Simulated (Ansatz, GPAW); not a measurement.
# Cutoff, mesh and smearing for Te/Nb(110), part 2 of 3

Wanted: a convergence study on the slab Te/Nb(110).

GPAW 26.7.0 and Ansatz 0.2.0; Ansatz plane waves; slab in vacuum with a dipole correction, relaxation (the session's first sound run).

So far, upper work function (eV): step 2 (relaxation) 3.21.

## Step 3: The slab's potential

With the geometry fixed, the planar mean of the potential gives the vacuum level on each side.

This step: GPAW, PAW setups; slab in vacuum (GPAW 26.7.0).

run.py reads:

```python
import json
import numpy as np
from ase import Atoms
from gpaw import GPAW, PW

slab = Atoms(
    ['Nb', 'Nb', 'Nb', 'Nb', 'Te'],
    positions=[
        [0.00000, 0.00000, 9.00000],
        [2.33345, 0.00000, 11.33345],
        [0.00875, -0.00000, 13.66998],
        [2.36015, -0.00000, 16.01808],
        [4.04027, 0.00000, 18.40866]],
    cell=[[2.33345, -1.65, 0.0], [2.33345, 1.65, 0.0], [0.0, 0.0, 27.7458]],
    pbc=[True, True, False])

slab.calc = GPAW(mode=PW(400), xc='PBE', kpts={'size': (12, 12, 1), 'gamma': True},
                 occupations={'name': 'fermi-dirac', 'width': 0.1}, nbands='140%',
                 convergence={'density': 1e-05}, maxiter=200,
                 poissonsolver={'dipolelayer': 'xy'},
                 symmetry={'tolerance': 1e-3}, txt='slab.txt')
result = {}
energy = slab.get_potential_energy()
fermi = slab.calc.get_fermi_level()
v = slab.calc.get_electrostatic_potential().mean((0, 1)) - fermi
n = slab.calc.get_pseudo_density().mean((0, 1))
L = slab.cell[2, 2]
z = np.arange(len(v)) * L / len(v)
low, high = slab.positions[:, 2].min(), slab.positions[:, 2].max()
below, above = np.interp([low - 6.8, high + 6.8], z, v)
slopes = [np.interp(x, z, np.gradient(v, z)) for x in (low - 6.8, high + 6.8)]
eps = np.array([[slab.calc.get_eigenvalues(k, s) for k in range(len(slab.calc.get_ibz_k_points()))]
                for s in range(slab.calc.get_number_of_spins())]) - fermi
top, bottom = eps[eps < 0].max(), eps[eps > 0].min()
dipole = slab.get_dipole_moment()[2]
print(f'energy {energy:.4f} eV, Fermi level {fermi:.4f} eV, dipole {dipole:.5f} e A')
print(f'potential 6.8 A off the faces, from the Fermi level: lower {below:.4f} eV, upper {above:.4f} eV')
print(f'slope of the potential there: lower {slopes[0]:.5f}, upper {slopes[1]:.5f} eV/A')
print(f'nearest levels on the mesh: {top:.4f} and {bottom:.4f} eV')
print('magnetic moment', round(slab.get_magnetic_moment(), 3))
result.update(energy=energy, fermi=fermi, dipole=dipole, below=below, above=above, slopes=slopes, edges=[top, bottom],
              z=z.tolist(), v=v.tolist(), n=n.tolist(), positions=slab.positions.tolist(),
              forces=slab.get_forces(apply_constraint=False).tolist(), moments=slab.get_magnetic_moments().tolist())
json.dump(result, open('result.json', 'w'))
```

On the command line:

```sh
$ OMP_NUM_THREADS=1 OPENBLAS_NUM_THREADS=1 python run.py
```

Output:

```text
energy -43.0841 eV, Fermi level 3.0090 eV, dipole 0.05646 e A
potential 6.8 A off the faces, from the Fermi level: lower 4.5574 eV, upper 3.2229 eV
slope of the potential there: lower -0.00002, upper 0.00000 eV/A
nearest levels on the mesh: -0.0035 and 0.0122 eV
magnetic moment 0.0
```

It took 1.7 min on 1 thread of AMD EPYC 9R14 (Zen 4), shared host; peak memory 0.32 GiB.

This step gave:

- dipole along the normal: 0.05646 e·Å
- levels nearest the Fermi level on the mesh: -0.003528, 0.01222 eV from the Fermi level
- upper work function: 3.223 eV
- lower work function: 4.557 eV

The electrostatic potential energy of an electron (without an applied field's), less the Fermi level, planar mean oscillates, so the rows of the table below give means over windows of 2.38 Å about each position, cut where the curve ends. Its maxima inside the range that stand out by 2 % of the span (Å: eV): 10.2: -1.11, 12.5: -1.12, 14.8: -0.934, 17.2: -2.42. Its minima: 9.0: -25.2, 11.4: -24.9, 13.7: -25.0, 16.0: -25.4, 18.4: -32.1.

The electrostatic potential energy of an electron (without an applied field's), less the Fermi level, planar mean by z; means over each step:

| z (Å) | electrostatic potential energy of an electron (without an applied field's), less the Fermi level, planar mean (eV) |
| --- | --- |
| 1.19 | 4.50 |
| 3.57 | 4.56 |
| 5.95 | 4.38 |
| 8.33 | -9.32 |
| 10.71 | -11.4 |
| 13.09 | -11.3 |
| 15.47 | -11.5 |
| 17.85 | -14.6 |
| 20.23 | 1.01 |
| 22.61 | 3.22 |
| 24.99 | 3.22 |
| 27.37 | 3.27 |

The pseudo valence density, planar mean oscillates, so the rows of the table below give means over windows of 1 Å about each position, cut where the curve ends. Its maxima inside the range that stand out by 2 % of the span (Å: e/Å³): 9.1: 1.50, 11.3: 1.54, 13.7: 1.56, 16.0: 1.58, 17.8: 0.421, 18.9: 0.416. Its minima: 10.2: 0.261, 12.6: 0.261, 14.7: 0.265, 17.1: 0.250, 18.4: 0.135.

The pseudo valence density, planar mean by z; means over each step:

| z (Å) | pseudo valence density, planar mean (e/Å³) |
| --- | --- |
| 4 | 2.6e-5 |
| 5 | 2.7e-4 |
| 6 | 0.00258 |
| 7 | 0.0229 |
| 8 | 0.238 |
| 9 | 1.16 |
| 10 | 0.367 |
| 11 | 0.985 |
| 12 | 0.603 |
| 13 | 0.604 |
| 14 | 0.984 |
| 15 | 0.359 |
| 16 | 1.16 |
| 17 | 0.355 |
| 18 | 0.318 |
| 19 | 0.308 |
| 20 | 0.0619 |
| 21 | 0.00374 |
| 22 | 2.0e-4 |
| 23 | 1.2e-5 |

Force by atom:

| atom | x (eV/Å) | y (eV/Å) | z (eV/Å) | size |
| --- | --- | --- | --- | --- |
| Nb1 | 0.016 | 0.000 | 0.313 | 0.314 |
| Nb2 | -0.015 | 0.000 | -0.277 | 0.278 |
| Nb3 | -0.004 | 0.000 | 0.004 | 0.005 |
| Nb4 | 0.009 | 0.000 | 0.023 | 0.025 |
| Te5 | -0.007 | 0.000 | -0.063 | 0.063 |

The potential is flat to 2.5e-5 eV/Å where it is read, so the vacuum is wide enough. The geometry is the other program's minimum; here the largest force on a free atom is 0.063 eV/Å.

## Step 4: Cutoff 200

The cutoff limits how sharply the smooth valence waves can vary, which tells mostly near the atoms.

run.py, as its differences from that of step 3:

```diff
@@ -16,3 +16,3 @@
 
-slab.calc = GPAW(mode=PW(400), xc='PBE', kpts={'size': (12, 12, 1), 'gamma': True},
+slab.calc = GPAW(mode=PW(200), xc='PBE', kpts={'size': (12, 12, 1), 'gamma': True},
                  occupations={'name': 'fermi-dirac', 'width': 0.1}, nbands='140%',
```

Output:

```text
energy -41.1605 eV, Fermi level 3.0200 eV, dipole 0.05622 e A
potential 6.8 A off the faces, from the Fermi level: lower 4.5635 eV, upper 3.2213 eV
slope of the potential there: lower -0.00145, upper 0.00021 eV/A
nearest levels on the mesh: -0.0053 and 0.0061 eV
magnetic moment 0.0
```

The job ended after 45 s (1 thread; peak memory 0.19 GiB).

The run finished. A setting was moved off its sound value on purpose, so it serves as a test and not as the result.

The fault put into the input: a cutoff under that of the base run: the energy of the cell lies 1.9 eV from the base value (ecut = 200).

The two runs compared:

| quantity | this run | sound run | difference |
| --- | --- | --- | --- |
| dipole along the normal (e·Å) | 0.056221 | 0.056463 | -2.4e-4 |
| upper work function (eV) | 3.2213 | 3.2229 | -0.00153 |
| lower work function (eV) | 4.5635 | 4.5574 | 0.00611 |

## Step 5: Cutoff 300

The cutoff limits how sharply the smooth valence waves can vary, which tells mostly near the atoms.

run.py, as its differences from that of step 4:

```diff
@@ -16,3 +16,3 @@
 
-slab.calc = GPAW(mode=PW(200), xc='PBE', kpts={'size': (12, 12, 1), 'gamma': True},
+slab.calc = GPAW(mode=PW(300), xc='PBE', kpts={'size': (12, 12, 1), 'gamma': True},
                  occupations={'name': 'fermi-dirac', 'width': 0.1}, nbands='140%',
```

Output:

```text
energy -42.7482 eV, Fermi level 3.0120 eV, dipole 0.05665 e A
potential 6.8 A off the faces, from the Fermi level: lower 4.5603 eV, upper 3.2220 eV
slope of the potential there: lower -0.00006, upper 0.00014 eV/A
nearest levels on the mesh: -0.0038 and 0.0172 eV
magnetic moment 0.0
```

Run time: 69 s. Hardware: 1 thread; peak memory 0.25 GiB.

The run finished. A setting was moved off its sound value on purpose, so it serves as a test and not as the result.

The fault put into the input: a cutoff under that of the base run: the energy of the cell lies 0.34 eV from the base value (ecut = 300).

The two runs compared:

| quantity | this run | sound run | difference |
| --- | --- | --- | --- |
| dipole along the normal (e·Å) | 0.056645 | 0.056463 | 1.8e-4 |
| upper work function (eV) | 3.2220 | 3.2229 | -8.4e-4 |
| lower work function (eV) | 4.5603 | 4.5574 | 0.00285 |

## Step 6: Cutoff 700: ecut = 700

The cutoff limits how sharply the smooth valence waves can vary, which tells mostly near the atoms.

run.py, as its differences from that of step 5:

```diff
@@ -16,3 +16,3 @@
 
-slab.calc = GPAW(mode=PW(300), xc='PBE', kpts={'size': (12, 12, 1), 'gamma': True},
+slab.calc = GPAW(mode=PW(700), xc='PBE', kpts={'size': (12, 12, 1), 'gamma': True},
                  occupations={'name': 'fermi-dirac', 'width': 0.1}, nbands='140%',
```

Output:

```text
energy -43.1522 eV, Fermi level 3.0083 eV, dipole 0.05642 e A
potential 6.8 A off the faces, from the Fermi level: lower 4.5574 eV, upper 3.2237 eV
slope of the potential there: lower -0.00004, upper -0.00005 eV/A
nearest levels on the mesh: -0.0035 and 0.0126 eV
magnetic moment 0.0
```

The job ended after 5.1 min (1 thread; peak memory 0.58 GiB).

Numbers from this step:

- dipole along the normal: 0.05642 e·Å
- levels nearest the Fermi level on the mesh: -0.003478, 0.01258 eV from the Fermi level
- upper work function: 3.224 eV

The electrostatic potential energy of an electron (without an applied field's), less the Fermi level, planar mean oscillates, so the rows of the table below give means over windows of 2.38 Å about each position, cut where the curve ends. Its maxima inside the range that stand out by 2 % of the span (Å: eV): 10.1: -1.12, 12.5: -1.09, 14.8: -0.941, 17.2: -2.39. Its minima: 9.0: -25.1, 11.3: -24.6, 13.6: -24.9, 16.0: -25.4, 18.4: -32.1.

The electrostatic potential energy of an electron (without an applied field's), less the Fermi level, planar mean by z; means over each step:

| z (Å) | electrostatic potential energy of an electron (without an applied field's), less the Fermi level, planar mean (eV) |
| --- | --- |
| 1.19 | 4.50 |
| 3.57 | 4.56 |
| 5.95 | 4.38 |
| 8.33 | -9.32 |
| 10.71 | -11.4 |
| 13.09 | -11.3 |
| 15.47 | -11.5 |
| 17.85 | -14.6 |
| 20.23 | 1.02 |
| 22.61 | 3.22 |
| 24.99 | 3.22 |
| 27.37 | 3.28 |

The pseudo valence density, planar mean oscillates, so the rows of the table below give means over windows of 1 Å about each position, cut where the curve ends. Its maxima inside the range that stand out by 2 % of the span (Å: e/Å³): 9.0: 1.56, 11.3: 1.52, 13.6: 1.56, 16.0: 1.58, 17.9: 0.431, 18.9: 0.418. Its minima: 10.1: 0.262, 12.5: 0.258, 14.9: 0.262, 17.1: 0.250, 18.4: 0.135.

The pseudo valence density, planar mean by z; means over each step:

z (Å), pseudo valence density, planar mean (e/Å³) and a bar:
```
        4       0.00 
        5       0.00 
        6       0.00 
        7       0.02 #
        8       0.23 ######
        9       1.17 ##############################
       10       0.36 #########
       11       0.99 #########################
       12       0.60 ###############
       13       0.60 ###############
       14       0.99 #########################
       15       0.35 #########
       16       1.18 ##############################
       17       0.35 #########
       18       0.32 ########
       19       0.31 ########
       20       0.06 ##
       21       0.00 
       22       0.00 
       23       0.00
```

Force by atom:

| atom | x (eV/Å) | y (eV/Å) | z (eV/Å) | size |
| --- | --- | --- | --- | --- |
| Nb1 | 0.016 | 0.000 | 0.314 | 0.315 |
| Nb2 | -0.015 | 0.000 | -0.277 | 0.277 |
| Nb3 | -0.004 | 0.000 | 0.003 | 0.005 |
| Nb4 | 0.009 | 0.000 | 0.026 | 0.027 |
| Te5 | -0.007 | 0.000 | -0.066 | 0.066 |

The upper face's work function is 3.224 eV, against 3.223 eV in the first plane-wave PBE run at this geometry.

## Step 7: K mesh 4×4

The mesh in the plane samples the bands: a metal's Fermi level needs it dense, and band edges must lie on it.

run.py, as its differences from that of step 6:

```diff
@@ -16,3 +16,3 @@
 
-slab.calc = GPAW(mode=PW(700), xc='PBE', kpts={'size': (12, 12, 1), 'gamma': True},
+slab.calc = GPAW(mode=PW(400), xc='PBE', kpts={'size': (4, 4, 1), 'gamma': True},
                  occupations={'name': 'fermi-dirac', 'width': 0.1}, nbands='140%',
```

Output:

```text
energy -43.0271 eV, Fermi level 2.9278 eV, dipole 0.05423 e A
potential 6.8 A off the faces, from the Fermi level: lower 4.6457 eV, upper 3.3637 eV
slope of the potential there: lower -0.00002, upper 0.00000 eV/A
nearest levels on the mesh: -0.0080 and 0.0099 eV
magnetic moment 0.0
```

Wall time 24 s (1 thread); peak memory 0.2 GiB.

The run finished with changed settings (kpts = [4, 4]); it serves as a test.

The two runs compared:

| quantity | this run | sound run | difference |
| --- | --- | --- | --- |
| dipole along the normal (e·Å) | 0.054227 | 0.056463 | -0.00224 |
| upper work function (eV) | 3.3637 | 3.2229 | 0.141 |
| lower work function (eV) | 4.6457 | 4.5574 | 0.0883 |

The two runs differ clearly in the upper work function: 3.36 eV against 3.22 eV.

## Step 8: K mesh 7×7

The mesh in the plane samples the bands: a metal's Fermi level needs it dense, and band edges must lie on it.

run.py, as its differences from that of step 7:

```diff
@@ -16,3 +16,3 @@
 
-slab.calc = GPAW(mode=PW(400), xc='PBE', kpts={'size': (4, 4, 1), 'gamma': True},
+slab.calc = GPAW(mode=PW(400), xc='PBE', kpts={'size': (7, 7, 1), 'gamma': True},
                  occupations={'name': 'fermi-dirac', 'width': 0.1}, nbands='140%',
```

Output:

```text
energy -43.0768 eV, Fermi level 2.9932 eV, dipole 0.05565 e A
potential 6.8 A off the faces, from the Fermi level: lower 4.5579 eV, upper 3.2425 eV
slope of the potential there: lower -0.00002, upper 0.00000 eV/A
nearest levels on the mesh: -0.0079 and 0.0099 eV
magnetic moment 0.0
```

Elapsed: 43 s, on 1 thread; peak memory 0.23 GiB.

The run finished with changed settings (kpts = [7, 7]); it serves as a test.

The two runs compared:

| quantity | this run | sound run | difference |
| --- | --- | --- | --- |
| dipole along the normal (e·Å) | 0.055648 | 0.056463 | -8.1e-4 |
| upper work function (eV) | 3.2425 | 3.2229 | 0.0196 |
| lower work function (eV) | 4.5579 | 4.5574 | 4.7e-4 |

## Step 9: K mesh 18×18: kpts = [18, 18]

The mesh in the plane samples the bands: a metal's Fermi level needs it dense, and band edges must lie on it.

run.py, as its differences from that of step 8:

```diff
@@ -16,3 +16,3 @@
 
-slab.calc = GPAW(mode=PW(400), xc='PBE', kpts={'size': (7, 7, 1), 'gamma': True},
+slab.calc = GPAW(mode=PW(400), xc='PBE', kpts={'size': (18, 18, 1), 'gamma': True},
                  occupations={'name': 'fermi-dirac', 'width': 0.1}, nbands='140%',
```

Output:

```text
energy -43.0754 eV, Fermi level 3.0037 eV, dipole 0.05637 e A
potential 6.8 A off the faces, from the Fermi level: lower 4.5614 eV, upper 3.2289 eV
slope of the potential there: lower -0.00002, upper 0.00000 eV/A
nearest levels on the mesh: -0.0002 and 0.0044 eV
magnetic moment 0.0
```

The job ended after 3.8 min (1 thread; peak memory 0.49 GiB).

Numbers from this step:

```yaml
dipole_along_the_normal: 0.05637 e·Å
levels_nearest_the_fermi_level_on_the_mesh: -1.87e-4, 0.004380 eV from the Fermi level
upper_work_function: 3.229 eV
lower_work_function: 4.561 eV
```

The electrostatic potential energy of an electron (without an applied field's), less the Fermi level, planar mean oscillates, so the rows of the table below give means over windows of 2.38 Å about each position, cut where the curve ends. Its maxima inside the range that stand out by 2 % of the span (Å: eV): 10.2: -1.11, 12.5: -1.11, 14.8: -0.940, 17.2: -2.41. Its minima: 9.0: -25.2, 11.4: -24.9, 13.7: -25.0, 16.0: -25.4, 18.4: -32.1.

Table of electrostatic potential energy of an electron (without an applied field's), less the Fermi level, planar mean by z; means over each step:

| z (Å) | electrostatic potential energy of an electron (without an applied field's), less the Fermi level, planar mean (eV) |
| --- | --- |
| 1.19 | 4.51 |
| 3.57 | 4.56 |
| 5.95 | 4.38 |
| 8.33 | -9.30 |
| 10.71 | -11.4 |
| 13.09 | -11.3 |
| 15.47 | -11.5 |
| 17.85 | -14.6 |
| 20.23 | 1.02 |
| 22.61 | 3.23 |
| 24.99 | 3.23 |
| 27.37 | 3.27 |

The upper face's work function is 3.229 eV, against 3.223 eV in the first plane-wave PBE run at this geometry.

## Step 10: Scheme Fermi-Dirac, smearing 0.01

Smearing changes the occupations near the Fermi level, and with them the level itself. Smearing helps the SCF of a metal converge, but it blurs occupations at band edges near the Fermi level.

run.py, as its differences from that of step 9:

```diff
@@ -16,4 +16,4 @@
 
-slab.calc = GPAW(mode=PW(400), xc='PBE', kpts={'size': (18, 18, 1), 'gamma': True},
-                 occupations={'name': 'fermi-dirac', 'width': 0.1}, nbands='140%',
+slab.calc = GPAW(mode=PW(400), xc='PBE', kpts={'size': (12, 12, 1), 'gamma': True},
+                 occupations={'name': 'fermi-dirac', 'width': 0.01}, nbands='140%',
                  convergence={'density': 1e-05}, maxiter=200,
```

Output:

```text
energy -43.0801 eV, Fermi level 2.9873 eV, dipole 0.05639 e A
potential 6.8 A off the faces, from the Fermi level: lower 4.5761 eV, upper 3.2432 eV
slope of the potential there: lower -0.00002, upper 0.00000 eV/A
nearest levels on the mesh: -0.0012 and 0.0020 eV
magnetic moment 0.0
```

Run time: 1.8 min. Hardware: 1 thread; peak memory 0.32 GiB.

Numbers from this step:

```yaml
dipole_along_the_normal: 0.05639 e·Å
levels_nearest_the_fermi_level_on_the_mesh: -0.001158, 0.001972 eV from the Fermi level
upper_work_function: 3.243 eV
lower_work_function: 4.576 eV
```

The electrostatic potential energy of an electron (without an applied field's), less the Fermi level, planar mean oscillates, so the rows of the table below give means over windows of 2.38 Å about each position, cut where the curve ends. Its maxima inside the range that stand out by 2 % of the span (Å: eV): 10.2: -1.11, 12.5: -1.07, 14.8: -0.896, 17.2: -2.39. Its minima: 9.0: -25.2, 11.4: -24.8, 13.7: -25.0, 16.0: -25.3, 18.4: -32.1.

The electrostatic potential energy of an electron (without an applied field's), less the Fermi level, planar mean by z; means over each step:

z (Å), electrostatic potential energy of an electron (without an applied field's), less the Fermi level, planar mean (eV) and a bar from the least value:
```
     1.19        4.5 ##############################
     3.57        4.6 ##############################
     5.95        4.4 ##############################
     8.33       -9.3 ########
    10.71      -11.4 #####
    13.09      -11.3 #####
    15.47      -11.5 #####
    17.85      -14.6 
    20.23        1.0 ########################
    22.61        3.2 ############################
    24.99        3.2 ############################
    27.37        3.3 ############################
```

The upper face's work function is 3.243 eV, against 3.223 eV in the first plane-wave PBE run at this geometry.

## Step 11: Cost and result by level

Times are for 1 thread of AMD EPYC 9R14 (Zen 4), shared host. The series side by side:

| no. | run | upper work function (eV) | lower work function (eV) | time | memory (GiB) |
| --- | --- | --- | --- | --- | --- |
| 1 | pw | 3.223 | 4.557 | 1.7 min | 0.32 |
| 2 | cutoff 700 | 3.224 | 4.557 | 5.1 min | 0.58 |
| 3 | k mesh 18×18 | 3.229 | 4.561 | 3.8 min | 0.49 |
| 4 | scheme Fermi-Dirac, smearing 0.01 | 3.243 | 4.576 | 1.8 min | 0.32 |

(Continued in part 3 of 3.)

[Logs are printed without paths, hosts, clocks, repeated set-up lines and the standing remarks that a program may print on its own settings, such as how far it seeks lower states.]

[Hosts, paths, dates, database ids (printed as entryN), source tags and the programs' standing remarks are cut or masked in the printed files.]
